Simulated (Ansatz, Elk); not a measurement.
# Bonding as seen by X-rays: CaNbCdF

Structure refinements treat a crystal as free atoms side by side. For a made-up structure of CaNbCdF (cell and positions from a r2SCAN relaxation) the runs below show what the calculated density changes in F(hkl).

Method: DFT, PBE, all-electron APW+lo, Dirac cores, scalar-relativistic bands, static density, no spin, in Elk 11.2.3 (patched build).

The structure was built from a prototype and need not be the compound's stable phase.

## Step 1: Starting point

Symmetry: P4/nmm, No. 129, tetragonal system. Conventional cell: a = 3.683 Å, b = 3.683 Å, c = 12.727 Å, α = 90.00°, β = 90.00°, γ = 90.00°. Nearest to Cd lie 4 Cd at 2.60 Å. Nearest to Nb lie 4 Cd at 3.02 Å. Nearest to Ca lie 4 F at 2.30 Å. F has 4 Ca at 2.30 Å nearest. Farther neighbours and most contacts between anions are not listed.

## Step 2: Ground state and structure factors

An all-electron density is needed, since X-rays see the cores too. Task 0 finds the density and task 195 Fourier-transforms it; tshift is off so that phases refer to the origin typed.

Contents of elk.in:

```
tasks
  0
  195

xctype
  20

spinpol
  .false.

rgkmax
  7.0

gmaxvr
  14.0

lmaxo
  7

lmaxapw
  8

swidth
  0.002

tshift
  .false.

ramdisk
  .false.

hmaxvr
  5.5

maxscl
  120

epspot
  1e-06

sppath
  './'

avec
  6.96001546613 0.00000000000 0.00000000000
  0.00000000000 6.96001546613 0.00000000000
  0.00000000000 0.00000000000 24.04975655870

atoms
  4
  'Cd.in'
  2
  0.0000000000 -0.0000000000 -0.0000000000   0.000000 0.000000 0.000000
  0.5000000000 0.5000000000 -0.0000000000   0.000000 0.000000 0.000000
  'Nb.in'
  2
  0.0000000000 0.5000000000 0.1883419416   0.000000 0.000000 0.000000
  0.5000000000 -0.0000000000 0.8116580584   0.000000 0.000000 0.000000
  'Ca.in'
  2
  -0.0000000000 0.5000000000 0.6080084437   0.000000 0.000000 0.000000
  0.5000000000 0.0000000000 0.3919915563   0.000000 0.000000 0.000000
  'F.in'
  2
  0.0000000000 0.0000000000 0.5000000000   0.000000 0.000000 0.000000
  0.5000000000 0.5000000000 0.5000000000   0.000000 0.000000 0.000000

ngridk
  6 6 2
```

On the command line:

```console
$ OMP_NUM_THREADS=4 elk
```

Numbers of over 12 decimals in the logs are rounded to 6 here.

The program printed:

```text
┌─────────────────────────┐
│ Elk code version 11.2.3 │
└─────────────────────────┘

All units are atomic (Hartree, Bohr, etc.)

┌─────────────────────────────────────────────────┐
│ Ground-state run starting from atomic densities │
└─────────────────────────────────────────────────┘

Lattice vectors :
   6.960015466       0.000000000       0.000000000
   0.000000000       6.960015466       0.000000000
   0.000000000       0.000000000       24.04975656

Reciprocal lattice vectors :
  0.9027545036       0.000000000       0.000000000
   0.000000000      0.9027545036       0.000000000
   0.000000000       0.000000000      0.2612577509

Unit cell volume      :    1165.013865
Brillouin zone volume :   0.2129161042

Muffin-tin inner radius fraction :   0.1000000000E-01

Nuclei treated as point charges

Species : 1 (Cd)
 parameters loaded from : Cd.in
 name : cadmium
 nuclear charge    :   -48.00000000
 electronic charge :    48.00000000
 atomic mass :    204912.7176
 muffin-tin radius :    2.435737067
 number of radial points in muffin-tin :   1193
 inner part over the whole radius :   0.9893433595E-02
 number on inner part of muffin-tin    :    848
 approximate nuclear radius :   0.8708852602E-04
 number of mesh points to nuclear radius :    428
 atomic positions (lattice), magnetic fields (Cartesian) :
  1 :   0.00000000  0.00000000  0.00000000    0.00000000  0.00000000  0.00000000
  2 :   0.50000000  0.50000000  0.00000000    0.00000000  0.00000000  0.00000000

Species : 2 (Nb)
 parameters loaded from : Nb.in
 name : niobium
 nuclear charge    :   -41.00000000
 electronic charge :    41.00000000
 atomic mass :    169357.9704
 muffin-tin radius :    2.600000000
 number of radial points in muffin-tin :   1193
 inner part over the whole radius :   0.9932322271E-02
 number on inner part of muffin-tin    :    848
 approximate nuclear radius :   0.8268951942E-04
 number of mesh points to nuclear radius :    418
 atomic positions (lattice), magnetic fields (Cartesian) :
  1 :   0.00000000  0.50000000  0.18834194    0.00000000  0.00000000  0.00000000
  2 :   0.50000000  0.00000000 -0.18834194    0.00000000  0.00000000  0.00000000

Species : 3 (Ca)
 parameters loaded from : Ca.in
 name : calcium
 nuclear charge    :   -20.00000000
 electronic charge :    20.00000000
 atomic mass :    73057.72475
 muffin-tin radius :    2.341398347
 number of radial points in muffin-tin :    993
 inner part over the whole radius :   0.9888924407E-02
 number on inner part of muffin-tin    :    697
 approximate nuclear radius :   0.6614485811E-04
 number of mesh points to nuclear radius :    321
 atomic positions (lattice), magnetic fields (Cartesian) :
  1 :   0.00000000  0.50000000 -0.39199156    0.00000000  0.00000000  0.00000000
  2 :   0.50000000  0.00000000  0.39199156    0.00000000  0.00000000  0.00000000

Species : 4 (F)
 parameters loaded from : F.in
 name : fluorine
 nuclear charge    :   -9.000000000
 electronic charge :    9.000000000
 atomic mass :    34631.97045
 muffin-tin radius :    1.951165289
 number of radial points in muffin-tin :    593
 inner part over the whole radius :   0.9776369400E-02
 number on inner part of muffin-tin    :    409
 approximate nuclear radius :   0.5278478738E-04
 number of mesh points to nuclear radius :    175
 atomic positions (lattice), magnetic fields (Cartesian) :
  1 :   0.00000000  0.00000000  0.50000000    0.00000000  0.00000000  0.00000000
  2 :   0.50000000  0.50000000  0.50000000    0.00000000  0.00000000  0.00000000

Total number of atoms per unit cell :    8
Total muffin-tin volume :    438.0707304
 ratio of muffin-tin to unit cell volume :   0.3760219029

Spin treatment :
 spin-unpolarised

Number of Bravais lattice symmetries :   16
Number of crystal symmetries         :   16
Crystal has no inversion symmetry
Complex Hermitian eigensolver will be used

k-point grid :      6     6     2
k-point offset :    0.000000000       0.000000000       0.000000000
[...]
total energy                :     -20393.922557607

Density of states at Fermi energy :    193.2304018
 (states/Hartree/unit cell)

Estimated indirect band gap :   0.7391401365E-03
 from k-point 4 to k-point 14
Estimated direct band gap   :   0.6012160733E-02
 at k-point 5

Charges :
 core                        :    140.0000000
 valence                     :    96.00000000
 interstitial                :    12.12289561
 muffin-tins (core leakage)
  species : 1 (Cd)
[...]
species : 2 (Nb)
[...]
species : 3 (Ca)
[...]
species : 4 (F)
[...]
total in muffin-tins        :    223.8771044
 total calculated charge     :    235.9978693
 total charge                :    236.0000000
 error                       :   0.2130718210E-02

RMS change in Kohn-Sham potential (target) :   0.7320456619     (  0.1000000000E-05)
Absolute change in total energy (target)   :    1.612593516     (  0.1000000000E-03)

[... loops 3 to 19 left out ...]

┌──────────────────┐
│ Loop number : 20 │
└──────────────────┘

Energies :
 Fermi                       :     0.201304
 sum of occupied eigenvalues :     -12161.025956893
 electron kinetic            :      21213.733875070
 core electron kinetic       :      20539.251076357
 Coulomb                     :     -40966.494978289
 Coulomb potential           :     -32540.166993161
 nuclear-nuclear             :     -1286.6257234040
 electron-nuclear            :     -46868.782495580
 Hartree                     :      7188.9132406947
 Madelung                    :     -24696.411481709
 xc potential                :     -834.59283880176
 exchange                    :     -629.13013198508
 correlation                 :     -11.636553268739
 electron entropic           :    -0.36029341892937E-02
 total energy                :     -20393.531391407

Density of states at Fermi energy :    285.8895656
 (states/Hartree/unit cell)

Estimated indirect band gap :   0.1222122575E-02
 from k-point 3 to k-point 6
Estimated direct band gap   :   0.1878865688E-02
 at k-point 6

Charges :
 core                        :    140.0000000
 valence                     :    96.00000000
 interstitial                :    11.03467533
 muffin-tins (core leakage)
  species : 1 (Cd)
[...]
species : 2 (Nb)
[...]
species : 3 (Ca)
[...]
species : 4 (F)
[...]
total in muffin-tins        :    224.9653247
 total calculated charge     :    235.9978446
 total charge                :    236.0000000
 error                       :   0.2155439453E-02

RMS change in Kohn-Sham potential (target) :   0.6653018464E-06 (  0.1000000000E-05)
Absolute change in total energy (target)   :   0.4467758117E-04 (  0.1000000000E-03)

Convergence targets achieved

┌──────────────────┐
│ Loop number : 21 │
└──────────────────┘

Energies :
 Fermi                       :     0.201304
 sum of occupied eigenvalues :     -12161.025942405
 electron kinetic            :      21213.733887664
 core electron kinetic       :      20539.251099628
 Coulomb                     :     -40966.494972471
 Coulomb potential           :     -32540.167053010
 nuclear-nuclear             :     -1286.6257234040
 electron-nuclear            :     -46868.782423656
 Hartree                     :      7188.9131745890
 Madelung                    :     -24696.411445966
 xc potential                :     -834.59277705928
 exchange                    :     -629.13013124641
 correlation                 :     -11.636553258973
 electron entropic           :    -0.36029331846267E-02
 total energy                :     -20393.531372245

Density of states at Fermi energy :    285.8894386
 (states/Hartree/unit cell)

Estimated indirect band gap :   0.1222138262E-02
 from k-point 3 to k-point 6
Estimated direct band gap   :   0.1878877177E-02
 at k-point 6

Charges :
 core                        :    140.0000000
 valence                     :    96.00000000
 interstitial                :    11.03467667
 muffin-tins (core leakage)
  species : 1 (Cd)
[...]
species : 2 (Nb)
[...]
species : 3 (Ca)
[...]
atom 2                    :    18.13737260     ( -0.1819122151E-06)
  species : 4 (F)
   atom 1                    :    8.983535864     ( -0.2934372132E-06)
   atom 2                    :    8.983535864     ( -0.2934372132E-06)
 total in muffin-tins        :    224.9653233
 total calculated charge     :    235.9978446
 total charge                :    236.0000000
 error                       :   0.2155439154E-02

┌──────────────────────────────┐
│ Self-consistent loop stopped │
└──────────────────────────────┘

Warning : core states of species 1 leak from the muffin-tin :   0.5863707646E-03

Wrote STATE.OUT
```

Wall time 95 s (4 threads of Arm Neoverse V2, shared host); peak memory 0.34 GiB.

SFACRHO.OUT:

```text

h k l indices transformed by vhmat matrix:
   1.000000000       0.000000000       0.000000000    
   0.000000000       1.000000000       0.000000000    
   0.000000000       0.000000000       1.000000000    

      h      k      l  multipl.   |H|            Re(F)            Im(F)           |F|

      0      0      0      1   0.0000000       236.00000     -0.58897882E-16   236.00000    
      0      0      1      2  0.26125775       77.243283      0.98499464E-14   77.243283    
      0      0     -2      2  0.52251550       61.360344      0.11516155E-13   61.360344    
      0      0     -3      2  0.78377325       19.200531      0.23316376E-13   19.200531    
      0     -1      0      4  0.90275450       0.0000000     -0.11761678E-13  0.11761678E-13
     -1      0     -1      4  0.93979855     -0.20209769E-14  -44.865811       44.865811    
      0      1     -1      4  0.93979855      0.80839076E-14   44.865811       44.865811    
     -1      0     -2      4   1.0430667     -0.70734192E-14  -78.632422       78.632422    
      0      1     -2      4   1.0430667      0.13136350E-13   78.632422       78.632422    
      0      0      4      2   1.0450310       71.147942     -0.53192137E-14   71.147942    
      1      0     -3      4   1.1955192      0.21220257E-13   52.938870       52.938870    
      0     -1     -3      4   1.1955192     -0.13136350E-13  -52.938870       52.938870    
      1     -1      0      4   1.2766877      -1.5317901      0.38296981E-14   1.5317901    
      1     -1      1      8   1.3031450       62.240182     -0.11112709E-14   62.240182    
      0      0     -5      2   1.3062888       151.82961     -0.13125912E-13   151.82961    
      1     -1     -2      8   1.3794759       129.46970     -0.92105489E-14   129.46970    
     -1      0      4      4   1.3809618      0.32335630E-13  -51.459749       51.459749    
     -1      0     -4      4   1.3809618      0.26272700E-13   51.459749       51.459749
```

Elk indexes on the primitive cell of elk.in and gives |H| = 4π sin θ/λ in inverse bohr. Below, one row stands for each form hkl of the conventional cell (m members, Friedel mates merged), F is for one primitive cell and the density is static (no thermal factor). Free-atom factors are Waasmaier and Kirfel's, and R is Σm||F|−|F'||/Σm|F|.

| hkl | m | sin θ/λ (Å⁻¹) | abs F, DFT | neutral atoms | diff. | abs of complex diff. |
| --- | --- | --- | --- | --- | --- | --- |
| 001 | 2 | 0.039 | 77.243 | 77.346 | -0.102 | 0.102 |
| 002 | 2 | 0.079 | 61.360 | 61.208 | +0.153 | 0.153 |
| 003 | 2 | 0.118 | 19.201 | 19.236 | -0.035 | 0.035 |
| 100 | 4 | 0.136 | 0.000 | 0.000 | +0.000 | 0.000 |
| 101 | 8 | 0.141 | 44.866 | 45.408 | -0.542 | 0.542 |
| 102 | 8 | 0.157 | 78.632 | 78.638 | -0.006 | 0.006 |
| 004 | 2 | 0.157 | 71.148 | 71.100 | +0.048 | 0.048 |
| 103 | 8 | 0.180 | 52.939 | 53.048 | -0.109 | 0.109 |
| 110 | 4 | 0.192 | 1.532 | 1.935 | -0.403 | 0.403 |
| 111 | 8 | 0.196 | 62.240 | 62.669 | -0.429 | 0.429 |
| 005 | 2 | 0.196 | 151.830 | 153.286 | -1.456 | 1.456 |
| 112 | 8 | 0.207 | 129.470 | 129.792 | -0.322 | 0.322 |
| 104 | 8 | 0.208 | 51.460 | 52.153 | -0.693 | 0.693 |
| 113 | 8 | 0.225 | 106.112 | 107.137 | -1.025 | 1.025 |
| 006 | 2 | 0.236 | 111.253 | 111.736 | -0.483 | 0.483 |
| 105 | 8 | 0.239 | 15.046 | 15.195 | -0.149 | 0.149 |
| 114 | 8 | 0.248 | 106.519 | 106.406 | +0.113 | 0.113 |
| 200 | 4 | 0.272 | 163.588 | 163.283 | +0.305 | 0.305 |
| 106 | 8 | 0.272 | 22.139 | 22.299 | -0.160 | 0.160 |
| 201 | 8 | 0.274 | 60.559 | 60.936 | -0.377 | 0.377 |
| 115 | 8 | 0.275 | 19.669 | 19.322 | +0.347 | 0.347 |
| 007 | 2 | 0.275 | 33.107 | 33.392 | -0.285 | 0.285 |

## Step 3: The highest occupied states alone

An energy window below the Fermi level keeps the highest occupied states, to see at which angles they scatter; shallow core shells can lie inside it and anion s states outside. No new self-consistency is needed.

elk.in: that of step 2 with these lines changed.

```diff
@@ -1,3 +1,2 @@
 tasks
-  0
   195
@@ -40,2 +39,5 @@
 
+wsfac
+  -0.349940 0.501300
+
 sppath
```

On the command line:

```console
$ OMP_NUM_THREADS=4 elk
```

The program printed:

```text
┌─────────────────────────────────┐
│ Elk code version 11.2.3 started │
└─────────────────────────────────┘

Info(readinput): the functional depends on the density's gradient
 muffin-tin radial points multiplied by    2.00000
 (not where nrmtscf is given)

┌────────────────────┐
│ Current task : 195 │
└────────────────────┘
Info(checkmt): changed muffin-tin radius of species 1 (Cd) from   2.6000 to   2.4357
Info(checkmt): changed muffin-tin radius of species 3 (Ca) from   2.4000 to   2.3414
Info(checkmt): changed muffin-tin radius of species 4 (F) from   2.0000 to   1.9512

Info(sfacrho): density structure factors written to SFACRHO.OUT

 Energy window :  -0.3499400000      0.5013000000

┌──────────────────┐
│ Elk code stopped │
└──────────────────┘
```

The job ended after 26 s (4 threads; peak memory 0.24 GiB).

States within 15 eV below the Fermi level hold 48.00 electrons; any levels below the window count with the cores. Their amplitudes can exceed the total, where window and core parts have opposite phase:

| hkl | sin θ/λ (Å⁻¹) | abs F, window | abs F, all |
| --- | --- | --- | --- |
| 001 | 0.039 | 14.137 | 77.243 |
| 002 | 0.079 | 25.422 | 61.360 |
| 003 | 0.118 | 4.820 | 19.201 |
| 100 | 0.136 | 0.000 | 0.000 |
| 101 | 0.141 | 2.853 | 44.866 |
| 102 | 0.157 | 2.184 | 78.632 |
| 004 | 0.157 | 22.485 | 71.148 |
| 103 | 0.180 | 0.770 | 52.939 |
| 110 | 0.192 | 17.440 | 1.532 |
| 111 | 0.196 | 3.869 | 62.240 |

## Step 4: Another functional

The difference from free atoms is small, so it is set against the change that PBEsol makes.

elk.in: that of step 3 with these lines changed.

```diff
@@ -1,2 +1,3 @@
 tasks
+  0
   195
@@ -4,3 +5,3 @@
 xctype
-  20
+  22
 
@@ -39,5 +40,2 @@
 
-wsfac
-  -0.349940 0.501300
-
 sppath
```

On the command line:

```console
$ OMP_NUM_THREADS=4 elk
```

The program printed:

```text
┌─────────────────────────┐
│ Elk code version 11.2.3 │
└─────────────────────────┘

All units are atomic (Hartree, Bohr, etc.)

┌─────────────────────────────────────────────────┐
│ Ground-state run starting from atomic densities │
└─────────────────────────────────────────────────┘

Lattice vectors :
   6.960015466       0.000000000       0.000000000
   0.000000000       6.960015466       0.000000000
   0.000000000       0.000000000       24.04975656

Reciprocal lattice vectors :
  0.9027545036       0.000000000       0.000000000
[...]
species : 2 (Nb)
[...]
species : 3 (Ca)
[...]
species : 4 (F)
   atom 1                    :    8.968071788     ( -0.2934341379E-06)
   atom 2                    :    8.968071788     ( -0.2934341379E-06)
 total in muffin-tins        :    224.9188460
 total calculated charge     :    235.9978274
 total charge                :    236.0000000
 error                       :   0.2172605265E-02

┌──────────────────────────────┐
│ Self-consistent loop stopped │
└──────────────────────────────┘

Warning : core states of species 1 leak from the muffin-tin :   0.5923596198E-03

Wrote STATE.OUT
[key lines of the parts left out:]
total energy                :     -20381.892098285
```

Run time: 94 s. Hardware: 4 threads; peak memory 0.33 GiB.

Against the first run R = 0.02 %; the largest change is -0.093 at 200.

## Step 5: Basis size

The basis and the expansions that go with it are enlarged, to see whether the differences are converged.

elk.in: that of step 4 with these lines changed.

```diff
@@ -5,3 +5,3 @@
 xctype
-  22
+  20
 
@@ -11,12 +11,12 @@
 rgkmax
-  7.0
+  8.5
 
 gmaxvr
-  14.0
+  18.0
 
 lmaxo
-  7
+  9
 
 lmaxapw
-  8
+  10
```

On the command line:

```console
$ OMP_NUM_THREADS=4 elk
```

The program printed:

```text
┌─────────────────────────┐
│ Elk code version 11.2.3 │
└─────────────────────────┘

All units are atomic (Hartree, Bohr, etc.)

┌─────────────────────────────────────────────────┐
│ Ground-state run starting from atomic densities │
└─────────────────────────────────────────────────┘

Lattice vectors :
   6.960015466       0.000000000       0.000000000
   0.000000000       6.960015466       0.000000000
   0.000000000       0.000000000       24.04975656

Reciprocal lattice vectors :
  0.9027545036       0.000000000       0.000000000
[...]
species : 2 (Nb)
[...]
species : 3 (Ca)
[...]
species : 4 (F)
   atom 1                    :    8.995191396     ( -0.2934370609E-06)
   atom 2                    :    8.995191396     ( -0.2934370609E-06)
 total in muffin-tins        :    225.0199868
 total calculated charge     :    235.9986271
 total charge                :    236.0000000
 error                       :   0.1372906367E-02

┌──────────────────────────────┐
│ Self-consistent loop stopped │
└──────────────────────────────┘

Warning : core states of species 1 leak from the muffin-tin :   0.5869529745E-03

Wrote STATE.OUT
[key lines of the parts left out:]
total energy                :     -20393.574592297
```

Run time: 4.9 min. Hardware: 4 threads; peak memory 0.65 GiB; 16 min of CPU time.

Against the first run R = 0.01 %; the largest change is +0.021 at 006.

## Step 6: Settings against the effect

| run | R against the first run (%) | R against neutral atoms, low angle (%) | wall time |
| --- | --- | --- | --- |
| PBE, rgkmax 7 | 0.00 | 0.58 | 95 s |
| PBEsol | 0.02 | 0.57 | 94 s |
| rgkmax 8.5 with larger expansions | 0.01 | 0.58 | 4.9 min |

## Step 7: Outcome

```json
{
 "R against neutral atoms, sin θ/λ < 0.3 Å⁻¹": "0.58 %",
 "R against neutral atoms, 0.3 to 0.62 Å⁻¹": "0.23 %"
}
```

**Reading.** Independent neutral atoms miss the calculated amplitudes by R = 0.58 % below 0.3 Å⁻¹ and 0.23 % from there to 0.62 Å⁻¹; by shells, 0.73 % below 0.15 Å⁻¹ (4 forms), 0.56 % 0.15 to 0.3 (19 forms), 0.25 % 0.3 to 0.45 (41 forms), 0.22 % above 0.45 (80 forms). Bonding, aspherical density and the tables' own atoms all enter these figures, and the runs don't part them. The largest change of an amplitude is -1.46 electrons, at 005. Weak lines can change much in proportion: 110 goes from 1.93 to 1.53. The window's part falls from 48.0 electrons at the origin to at most 3.17 between 0.45 and 0.62 Å⁻¹, where compact states inside the window still scatter. Below 0.3 Å⁻¹ the changes that finished (PBEsol and rgkmax 8.5 with larger expansions) move F by R = 0.04 % at most, against the 0.58 % that separates it from free atoms. The k-mesh has no finished test. These runs have no spin, though d or f shells may be open. Part of the difference isn't bonding: the tables are fits to free atoms and ions calculated by other methods than this functional. Thermal motion, anomalous dispersion and extinction are left out.

[Logs are printed without paths, hosts, clocks, repeated set-up lines and the standing remarks that a program may print on its own settings, such as how far it seeks lower states.]

[Hosts, paths, dates, database ids (printed as entryN), source tags and the programs' standing remarks are cut or masked in the printed files.]
